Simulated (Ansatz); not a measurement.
# Cs on Rh(111): change of the work function

How does one ordered layer of Cs (fcc site) change the work function of Rh(111), and what dipole does each adsorbate carry?

Calculated with Ansatz 0.2.0; plane-wave DFT, PBE, Ansatz PAW.

**1. Set-up**

The cell holds 4 atoms: 4 Rh. Its edges and angles: a = 2.687 Å, b = 2.687 Å, c = 24.582 Å, α = 90.0°, β = 90.0°, γ = 60.0°. Vacuum lies along c.

**2. The clean slab**

The bare slab comes first, as the zero from which every change is counted. The two lowest layers are held at bulk places and the upper ones relax. The dipole correction removes the false field that a one-sided slab makes across the periodic vacuum, so each face gets a flat vacuum level of its own.

input.yaml

```yaml
crystal:
  lattice:
    - [2.6870057685, 0.0, 0.0]
    - [1.3435028843, 2.3270152556, 0.0]
    - [0.0, 0.0, 24.5817930688]
  atoms:
    - { symbol: Rh, position: [0.0, 0.0, 0.3661246344] }
    - { symbol: Rh, position: [0.3333333333, 0.3333333333, 0.4553748781] }
    - { symbol: Rh, position: [0.6666666667, 0.6666666667, 0.5446251219] }
    - { symbol: Rh, position: [0.0, 0.0, 0.6338753656] }
kpoints:
  mp_grid: { grid: [12, 12, 1] }
hamiltonian:
  xc: pbe
scf:
  occupations: { method: fermi_dirac, width: 0.1 }
  convergence: { dr2_threshold: 1.0e-08 }
efield:
  axis: 3
  dipole_correction: true
  ramp_position: 0.97
  ramp_width: 0.06
relax:
  f_tol: 0.02
  max_steps: 60
  constraints: [{ sites: [0, 1] }]
output:
  write_potential: true
  write_density: true
  volumetric_format: npy
```

Run with:

```console
> ansatz run input.yaml --threads 4 --pin off --max-ram 6144MiB --backend cpu --events-out ev --progress --plain --runs-dir out
```

Standard output:

```text
Engine: ansatz 0.2.0, aarch64-unknown-linux-gnu
Pseudopotentials: kind: paw
Pseudopotential: Rh, paw, valence charge 17, recommended cutoff 420 eV (normal), Rh.paw.azcp
Functional definition: PBE
  parameter kappa = 0.804
  parameter beta = 0.066725
  exchange = pbe_x(kappa = kappa, mu = beta*pi^2/3)
  correlation = pbe_c(beta = beta)
Crystal: 4 atoms, lattice volume = 153.703 Å³
Basis set: ecut = 420 eV, 3065 PW (Γ), exchange–correlation on 36×36×360 points (8 copies of the dense FFT grid, shifted against one another)
Bands: 41, of which v1, the nominal top of the filled ones, is band 34 counted from 1 (33 counted from 0)
Symmetry: 6 space group operations
k-points: 19 of 144 (time reversal used)
Non-local potential: Rh, projectors of the file, l = 0: 3, l = 1: 2, l = 2: 2, l = 3: 1
PAW form: soft (Blöchl's): semilocal exchange-correlation on the pseudo side does not see the compensation charge
PAW one-centre angular grid: Rh, 590 points (default); XC on 64 Gauss nodes
Initial density: superposition of atomic densities (neutral atoms: chi_scale 0, normalization atom), corrected by the library's trained network
Initial wavefunctions: pseudopotential atomic-orbital guess
Functional: x = pbe(κ = 0.804, μ = 0.219515), c = pbe(β = 0.066725)
SCF iter   1: F=—  HF=-25610.048058 eV  |F-HF|=—  |Δ(HF+E_count)|=         —  Δρ=3.00e-3  dr2=7.23e-3  ethr=1.77e-3  p=-0.000 e·Å  D=-1.92e-14 V/Å  ΔV_dip=0.00 eV  dr2_dipole=1.99e-7  V_vac-E_F(+/−)=4.98/4.98 eV  ⟨swp⟩=8.3  Hψ=3723  notcnv=0  defer=3
efield: sawtooth ramp at fractional position 0.9700 (set: `efield.ramp_position`, or a place that a band, a saddle search or an elastic batch's reference lends), width 0.0600; the density the first Hamiltonian is built on has a dipole p = -0.000 e·Å; the dipole correction subtracts the counter field D = -1.92e-14 V/Å, which shifts the + side's vacuum level by +0.00 eV against the − side's; the planar-averaged density in the ramp window peaks in size at 3.7e-6 e/Å³
preconditioner: auto → LDOS  [metal: Δε(μ)=0.005 eV  Ē_g=5.586 eV  σ=0.100 eV  W_gap=0.01  n_scr=18 (ndim 8)  ℏωp=18.0 eV  f_vac=0.588  D(μ)=6.30/eV (n_scr^D=38)  β→1.0]
SCF iter   2: F=—  HF=-25610.050254 eV  |F-HF|=—  |Δ(HF+E_count)|=   2.20e-3  Δρ=1.42e-3  dr2=2.83e-3  ethr=1.06e-5  p=0.000 e·Å  D=2.16e-5 V/Å  ΔV_dip=-0.00 eV  dr2_dipole=2.86e-7  V_vac-E_F(+/−)=5.18/5.18 eV  ⟨swp⟩=3.2  Hψ=1977  notcnv=0  defer=5
SCF iter   3: F=—  HF=-25610.049790 eV  |F-HF|=—  |Δ(HF+E_count)|=   4.64e-4  Δρ=6.39e-4  dr2=1.01e-3  ethr=4.16e-6  p=0.000 e·Å  D=7.90e-6 V/Å  ΔV_dip=-0.00 eV  dr2_dipole=2.55e-8  V_vac-E_F(+/−)=5.16/5.16 eV  ⟨swp⟩=3.1  Hψ=1661  notcnv=0  defer=5
SCF iter   4: F=—  HF=-25610.049605 eV  |F-HF|=—  |Δ(HF+E_count)|=   1.86e-4  Δρ=2.42e-4  dr2=8.22e-5  ethr=1.49e-6  p=0.000 e·Å  D=4.72e-6 V/Å  ΔV_dip=-0.00 eV  dr2_dipole=6.19e-10  V_vac-E_F(+/−)=5.17/5.17 eV  ⟨swp⟩=2.0  Hψ=1119  notcnv=0  defer=5
SCF iter   5: F=—  HF=-25610.049588 eV  |F-HF|=—  |Δ(HF+E_count)|=   1.66e-5  Δρ=6.96e-5  dr2=8.04e-6  ethr=1.21e-7  p=0.000 e·Å  D=3.23e-6 V/Å  ΔV_dip=-0.00 eV  dr2_dipole=2.66e-10  V_vac-E_F(+/−)=5.17/5.17 eV  ⟨swp⟩=2.6  Hψ=1459  notcnv=0  defer=5
SCF iter   6: F=—  HF=-25610.049590 eV  |F-HF|=—  |Δ(HF+E_count)|=   1.95e-6  Δρ=1.34e-5  dr2=5.19e-7  ethr=1.18e-8  p=0.000 e·Å  D=1.22e-6 V/Å  ΔV_dip=-0.00 eV  dr2_dipole=2.61e-11  V_vac-E_F(+/−)=5.17/5.17 eV  ⟨swp⟩=2.1  Hψ=1255  notcnv=0  defer=5
SCF iter   7: F=—  HF=-25610.049590 eV  |F-HF|=—  |Δ(HF+E_count)|=   2.80e-7  Δρ=5.14e-6  dr2=1.23e-7  ethr=7.64e-10  p=0.000 e·Å  D=5.89e-7 V/Å  ΔV_dip=-0.00 eV  dr2_dipole=2.89e-12  V_vac-E_F(+/−)=5.17/5.17 eV  ⟨swp⟩=3.3  Hψ=1694  notcnv=0  defer=5
SCF iter   8: F=—  HF=-25610.049590 eV  |F-HF|=—  |Δ(HF+E_count)|=   5.14e-8  Δρ=1.83e-6  dr2=1.41e-8  ethr=1.81e-10  p=0.000 e·Å  D=2.17e-7 V/Å  ΔV_dip=-0.00 eV  dr2_dipole=1.38e-12  V_vac-E_F(+/−)=5.17/5.17 eV  ⟨swp⟩=2.1  Hψ=974  notcnv=0  defer=5
SCF iter   9: F=-25610.049590 eV  HF=-25610.049590 eV  |F-HF|=2.91e-9  |Δ(HF+E_count)|=   5.38e-9  Δρ=5.54e-7  dr2=7.75e-10  ethr=1.47e-11  p=0.000 e·Å  D=8.69e-8 V/Å  ΔV_dip=-0.00 eV  dr2_dipole=6.41e-13  V_vac-E_F(+/−)=5.17/5.17 eV  ⟨swp⟩=9.8  Hψ=5474  notcnv=0
SCF 1 converged in 9 iterations: F = -25610.049590 eV  dr2 = 7.75e-10
  greatest PAW one-centre occupation: 1.000 electrons in one spin orbital (limit 2), on the Rh atom at site 2 (counted from 0), in its partial waves of l = 0
relax step   1: F+E_penalty+E_count = -25610.04959025 eV  Δ(F+E_penalty+E_count) = +0.000e0 eV  max|allowed force component| = 3.499e-2 eV/Å  Δτ_max = 0.0000 Å  (9 SCF iters, accepted)
Initial density: handed on by an earlier stage of this run
Initial wavefunctions: those handed on with the density
iter 1 solved again at ethr=2.02e-5 eV; its pass at ethr=3.10e-3 eV (dr2=1.37e-2 eV) is discarded
SCF iter   1: F=—  HF=-25610.049961 eV  |F-HF|=—  |Δ(HF+E_count)|=         —  Δρ=1.41e-3  dr2=1.32e-2  ethr=2.02e-5  p=-0.000 e·Å  D=-1.61e-8 V/Å  ΔV_dip=0.00 eV  dr2_dipole=4.55e-3  V_vac-E_F(+/−)=5.17/5.17 eV  ⟨swp⟩=1.3  Hψ=2099  notcnv=0  defer=5
efield: sawtooth ramp at fractional position 0.9700 (set: `efield.ramp_position`, or a place that a band, a saddle search or an elastic batch's reference lends), width 0.0600; the density the first Hamiltonian is built on has a dipole p = -0.000 e·Å; the dipole correction subtracts the counter field D = -1.61e-8 V/Å, which shifts the + side's vacuum level by +0.00 eV against the − side's; the planar-averaged density in the ramp window peaks in size at 1.1e-6 e/Å³
preconditioner: auto → LDOS  [metal: Δε(μ)=0.011 eV  Ē_g=5.583 eV  σ=0.100 eV  W_gap=0.03  n_scr=18 (ndim 8)  ℏωp=18.0 eV  f_vac=0.589  D(μ)=6.28/eV (n_scr^D=38)  β→1.0]
SCF iter   2: F=—  HF=-25610.049815 eV  |F-HF|=—  |Δ(HF+E_count)|=   1.46e-4  Δρ=5.73e-4  dr2=4.48e-4  ethr=1.95e-5  p=-0.000 e·Å  D=-7.30e-5 V/Å  ΔV_dip=0.00 eV  dr2_dipole=6.03e-5  V_vac-E_F(+/−)=5.17/5.17 eV  ⟨swp⟩=1.3  Hψ=785  notcnv=0  defer=5
SCF iter   3: F=—  HF=-25610.049725 eV  |F-HF|=—  |Δ(HF+E_count)|=   8.93e-5  Δρ=3.44e-4  dr2=2.78e-4  ethr=6.58e-7  p=0.000 e·Å  D=3.36e-4 V/Å  ΔV_dip=-0.01 eV  dr2_dipole=5.68e-5  V_vac-E_F(+/−)=5.16/5.17 eV  ⟨swp⟩=3.8  Hψ=1937  notcnv=0  defer=5
SCF iter   4: F=—  HF=-25610.049687 eV  |F-HF|=—  |Δ(HF+E_count)|=   3.86e-5  Δρ=4.06e-5  dr2=4.97e-6  ethr=4.09e-7  p=0.000 e·Å  D=1.14e-4 V/Å  ΔV_dip=-0.00 eV  dr2_dipole=1.05e-8  V_vac-E_F(+/−)=5.17/5.17 eV  ⟨swp⟩=2.0  Hψ=1120  notcnv=0  defer=5
SCF iter   5: F=—  HF=-25610.049673 eV  |F-HF|=—  |Δ(HF+E_count)|=   1.33e-5  Δρ=1.60e-5  dr2=7.23e-7  ethr=7.30e-9  p=0.000 e·Å  D=1.16e-4 V/Å  ΔV_dip=-0.00 eV  dr2_dipole=1.37e-8  V_vac-E_F(+/−)=5.17/5.17 eV  ⟨swp⟩=3.6  Hψ=1778  notcnv=0  defer=5
SCF iter   6: F=—  HF=-25610.049674 eV  |F-HF|=—  |Δ(HF+E_count)|=   4.90e-7  Δρ=5.87e-6  dr2=1.11e-7  ethr=1.06e-9  p=0.000 e·Å  D=1.19e-4 V/Å  ΔV_dip=-0.00 eV  dr2_dipole=8.58e-9  V_vac-E_F(+/−)=5.17/5.17 eV  ⟨swp⟩=2.1  Hψ=1045  notcnv=0  defer=5
SCF iter   7: F=-25610.049674 eV  HF=-25610.049674 eV  |F-HF|=3.73e-8  |Δ(HF+E_count)|=   1.27e-7  Δρ=1.67e-6  dr2=5.85e-9  ethr=1.47e-11  p=0.000 e·Å  D=1.18e-4 V/Å  ΔV_dip=-0.00 eV  dr2_dipole=1.68e-11  V_vac-E_F(+/−)=5.17/5.17 eV  ⟨swp⟩=8.8  Hψ=6148  notcnv=0
SCF 2 converged in 7 iterations: F = -25610.049674 eV  dr2 = 5.85e-9
relax step   2: F+E_penalty+E_count = -25610.04967410 eV  Δ(F+E_penalty+E_count) = -8.384e-5 eV  max|allowed force component| = 2.244e-2 eV/Å  Δτ_max = 0.0127 Å  (7 SCF iters, accepted)
SCF iter   1: F=—  HF=-25610.049756 eV  |F-HF|=—  |Δ(HF+E_count)|=         —  Δρ=5.17e-4  dr2=1.81e-3  ethr=2.64e-5  p=0.000 e·Å  D=1.18e-4 V/Å  ΔV_dip=-0.00 eV  dr2_dipole=6.21e-4  V_vac-E_F(+/−)=5.17/5.17 eV  ⟨swp⟩=2.1  Hψ=1238  notcnv=0  defer=5
efield: sawtooth ramp at fractional position 0.9700 (set: `efield.ramp_position`, or a place that a band, a saddle search or an elastic batch's reference lends), width 0.0600; the density the first Hamiltonian is built on has a dipole p = 0.000 e·Å; the dipole correction subtracts the counter field D = 1.18e-4 V/Å, which shifts the + side's vacuum level by -0.00 eV against the − side's; the planar-averaged density in the ramp window peaks in size at 9.0e-7 e/Å³
preconditioner: auto → LDOS  [metal: Δε(μ)=0.011 eV  Ē_g=5.578 eV  σ=0.100 eV  W_gap=0.03  n_scr=18 (ndim 8)  ℏωp=18.0 eV  f_vac=0.589  D(μ)=6.28/eV (n_scr^D=38)  β→1.0]
SCF iter   2: F=—  HF=-25610.049734 eV  |F-HF|=—  |Δ(HF+E_count)|=   2.17e-5  Δρ=1.96e-4  dr2=5.12e-5  ethr=2.66e-6  p=0.000 e·Å  D=1.57e-4 V/Å  ΔV_dip=-0.00 eV  dr2_dipole=7.87e-6  V_vac-E_F(+/−)=5.17/5.17 eV  ⟨swp⟩=1.2  Hψ=936  notcnv=0  defer=5
SCF iter   3: F=—  HF=-25610.049720 eV  |F-HF|=—  |Δ(HF+E_count)|=   1.40e-5  Δρ=1.13e-4  dr2=3.33e-5  ethr=7.53e-8  p=0.000 e·Å  D=2.76e-6 V/Å  ΔV_dip=-0.00 eV  dr2_dipole=7.51e-6  V_vac-E_F(+/−)=5.17/5.17 eV  ⟨swp⟩=3.4  Hψ=1737  notcnv=0  defer=5
SCF iter   4: F=—  HF=-25610.049715 eV  |F-HF|=—  |Δ(HF+E_count)|=   5.03e-6  Δρ=1.39e-5  dr2=6.46e-7  ethr=4.89e-8  p=0.000 e·Å  D=7.60e-5 V/Å  ΔV_dip=-0.00 eV  dr2_dipole=1.23e-8  V_vac-E_F(+/−)=5.17/5.17 eV  ⟨swp⟩=2.0  Hψ=1111  notcnv=0  defer=5
SCF iter   5: F=—  HF=-25610.049722 eV  |F-HF|=—  |Δ(HF+E_count)|=   6.07e-6  Δρ=5.64e-6  dr2=9.33e-8  ethr=9.49e-10  p=0.000 e·Å  D=7.49e-5 V/Å  ΔV_dip=-0.00 eV  dr2_dipole=4.00e-9  V_vac-E_F(+/−)=5.17/5.17 eV  ⟨swp⟩=3.6  Hψ=1645  notcnv=0  defer=5
SCF iter   6: F=—  HF=-25610.049722 eV  |F-HF|=—  |Δ(HF+E_count)|=   1.30e-7  Δρ=1.94e-6  dr2=1.15e-8  ethr=1.37e-10  p=0.000 e·Å  D=7.30e-5 V/Å  ΔV_dip=-0.00 eV  dr2_dipole=7.49e-10  V_vac-E_F(+/−)=5.17/5.17 eV  ⟨swp⟩=2.1  Hψ=1084  notcnv=0  defer=5
SCF iter   7: F=-25610.049722 eV  HF=-25610.049722 eV  |F-HF|=9.62e-9  |Δ(HF+E_count)|=   1.96e-8  Δρ=6.17e-7  dr2=1.04e-9  ethr=1.47e-11  p=0.000 e·Å  D=7.30e-5 V/Å  ΔV_dip=-0.00 eV  dr2_dipole=1.33e-14  V_vac-E_F(+/−)=5.17/5.17 eV  ⟨swp⟩=9.7  Hψ=5421  notcnv=0
SCF 3 converged in 7 iterations: F = -25610.049722 eV  dr2 = 1.04e-9
relax step   3: F+E_penalty+E_count = -25610.04972167 eV  Δ(F+E_penalty+E_count) = -4.757e-5 eV  max|allowed force component| = 3.972e-4 eV/Å  Δτ_max = 0.0047 Å  (7 SCF iters, accepted)
NSCF: frozen V_eff on 19 k-points
the band table was solved once a step of the walk had ended and its energy, with any forces and stress, was formed, with the checks that follow a solve (3905 applications of the Hamiltonian). They found nothing against the state; the energy, forces and stress were not computed again (output.eigenvalues in the input reference)
WARN: The output density's exchange-correlation potential varies sharply where the density is thin. Do not read a vacuum level from v_tot or v_xc, or from such a field of the output density. On a cell that repeats whose density bears no net charge and no dipole along the vacuum's axis use v_es (v_loc + v_h of the components); under efield.dipole_correction with no amplitude use v_es + v_field, which holds any externa [...]
SCF converged after 7 iterations
Free energy (F): -25610.049722 eV
Harris-Foulkes:  -25610.049722 eV  (|F-HF|=9.62e-9)
Internal energy: -25609.837670 eV  (E = F + TS)
E sigma→0 (E₀):  -25609.943696 eV
Entropy (-TS):   -0.212052 eV (-53.013 meV/atom)
Fermi energy:    4.706112 eV
Dipole field:    D = 0.000073 V/Å  (p = 0.000062 e·Å, saw-weighted, corrected)
Work function:   Φ+ = 5.1674 eV   Φ− = 5.1692 eV
Levels:          The Fermi level and band energies are counted from a zero that moves with the ramp; work functions are not
--- Per-component energies (eV) ---
  E_band       = -1526.571696
  E_kinetic    = 2290.090189
  E_local      = -122491.004387  (includes V_loc(G=0)·N_el)
  E_nonlocal   = 1421.302651
  E_hartree    = 59724.728222
  E_xc         = -884.908045
  E_vxc        = -1110.509521  (∫ρ·V_xc dr)
  E_paw        = -14348.611591  (= ΣΔE_a)
  E_vpaw       = -1085.912724  (= ΣTr[D̂ρ^β])
  E_aug_tail   = 0.003404  (compensation charges beyond the density's cutoff)
  E_efield     = 0.000000  (sawtooth field / dipole correction)
  E_vefield    = 0.000015  (∫n·V_field dr)
  E_ewald      = 48678.561888
  E_smearing   = -0.212052  (= −TS)
  E_closure    = 0.000000  (closes the sum)
  Σ components = -25610.049722   (vs F -25610.049722, Δ=0.00e0)
--- Forces (eV/Å), atoms counted from 1 ---
  atom   1  Rh    -0.00000000     0.00000000     0.03097942
  atom   2  Rh     0.00000000    -0.00000000    -0.03084747
  atom   3  Rh    -0.00000000     0.00000000    -0.00039715
  atom   4  Rh     0.00000000    -0.00000000     0.00027270
  max |Σ_I F_I| component: 7.50e-6 eV/Å
--- Band table (eV; the first three rows and the last of 19) ---
  k-point 0: bands = [... 30 lower, 2.7526, 3.6994, 3.6994, 3.9980, 3.9980, 4.7099, 4.7099, 4.8205, ... 3 higher]
  k-point 1: bands = [... 30 lower, 2.5536, 3.5756, 3.5774, 3.8488, 4.0260, 4.1381, 4.5315, 4.7073, ... 3 higher]
  k-point 2: bands = [... 30 lower, 2.9651, 3.0842, 3.3252, 3.5013, 3.8110, 4.0323, 4.6964, 5.0882, ... 3 higher]
  k-point 18: bands = [... 30 lower, 3.6443, 3.6486, 4.5244, 4.8653, 4.9521, 4.9529, 11.6585, 11.8523, ... 3 higher]
--- Relaxed structure (3 steps of the walk, 3 accepted, 0 SCFs on fresh bases) ---
  F+E_penalty+E_count = -25610.04972167 eV   max|allowed force component| = 3.972e-4 eV/Å
  atoms:
    - { symbol: Rh, position: [0.0, 0.0, 0.3661246344] }
    - { symbol: Rh, position: [0.333333, 0.333333, 0.455375] }
    - { symbol: Rh, position: [0.666667, 0.666667, 0.544472] }
    - { symbol: Rh, position: [0, 0, 0.633551] }
```

Run time: 9.4 s. Hardware: 4 threads of Arm Neoverse V2, shared host; peak memory 0.46 GiB.

In the SCF lines HF is the Harris–Foulkes energy and dr2 the Hartree energy of the density residual, in eV; the loop may stop once dr2 is under the threshold and the program's other checks hold. Hψ counts applications of the Hamiltonian.

The steps of the relaxation:

```tsv
step	energy less that of the first step (eV)	largest force component (eV/Å)
1	0.0000	0.0350
2	-0.0001	0.0224
3	-0.0001	0.0004
```

The run keeps the 6 symmetry operations that the program found, so distortions that break them were not tested.

Final coordinates:

```xyz
4
Lattice="2.6870 0.0000 0.0000 1.3435 2.3270 0.0000 0.0000 0.0000 24.5818" Properties=species:S:1:pos:R:3
Rh    0.0000    0.0000    9.0000
Rh    1.3435    0.7757   11.1939
Rh    2.6870    1.5513   13.3841
Rh    0.0000    0.0000   15.5738
```

This step gave:

- energy at zero smearing: -25609.9437 eV
- work function, upper face: 5.167 eV
- dipole along the normal: 6.18e-5 e·Å

Running mean over 2.194 Å of the planar mean; the ramp of the sawtooth is left out. The electron's electrostatic potential energy less the Fermi level by z:

```tsv
z (Å)	electron's electrostatic potential energy less the Fermi level (eV)
3.5	5.17
4.0	5.17
4.5	5.17
5.0	5.16
5.5	5.15
6.0	5.10
6.5	4.90
7.0	4.16
7.5	0.989
8.0	-5.57
8.5	-11.0
9.0	-12.7
9.5	-13.0
10.0	-13.1
10.5	-13.1
11.0	-13.2
11.5	-13.3
12.0	-13.3
12.5	-13.3
13.0	-13.3
13.5	-13.2
14.0	-13.2
14.5	-13.1
15.0	-13.0
15.5	-12.8
16.0	-11.5
16.5	-6.58
17.0	0.143
17.5	3.93
18.0	4.85
18.5	5.08
19.0	5.14
19.5	5.16
20.0	5.17
20.5	5.17
21.0	5.17
21.5	5.17
```

The relaxation took 3 steps and lowered the energy by 1.3e-4 eV; the largest force on the free atoms ends at 4.0e-4 eV/Å.

The work function of the upper face is 5.17 eV.

(Part 1 of 2 ends here.)

[Long decimals in the printed logs are rounded to 6 places.]

[Logs are printed without paths, hosts, clocks, repeated set-up lines and the standing remarks that a program may print on its own settings, such as how far it seeks lower states.]

[Hosts, paths, dates, database ids (printed as entryN), source tags and the programs' standing remarks are cut or masked in the printed files.]

[Maps of the electrostatic potential energy from Ansatz leave out the sawtooth potential of an applied field or a dipole correction, so their vacuum need not be flat; planar profiles and work functions include it.]
